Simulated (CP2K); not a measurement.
The C K edge of methoxyacetonitrile was computed by TDDFT (CP2K XAS_TDP, aug-cc-pVDZ, TDA) at these levels: PBE0, PBEh(45%) and PBEh(45%) + GW2X. The first three lines of C1 (bonded to O and 3 H) with a strength over 0.0015, energy in eV and strength:

```tsv
run	first	second	third
1	291.27 (0.030)	292.05 (0.002)	292.55 (0.022)
2	284.62 (0.031)	285.40 (0.002)	285.91 (0.023)
3	278.29 (0.010)	279.37 (0.005)	279.78 (0.005)
```

Q: Which run is which?

Run 1: PBEh(45%) + GW2X (45 % exact exchange). Run 2: PBEh(45%) (45 % exact exchange). Run 3: PBE0 (25 % exact exchange). Self-interaction lifts the core level, so the uncorrected lines rise with the share of exact exchange. The GW2X run keeps the spacings of its parent: 0.78 eV between the first two lines in run 1, 0.78 eV in run 2. Its shift is +6.65 eV, since the Kohn–Sham level at this share of exchange lies that far above the quasiparticle level.

[Banner, clock and machine lines of the logs are left out without a mark of their own.]

[Logs are printed without paths, hosts, clocks, repeated set-up lines and the standing remarks that a program may print on its own settings, such as how far it seeks lower states.]

[Hosts, paths, dates, database ids (printed as entryN), source tags and the programs' standing remarks are cut or masked in the printed files.]
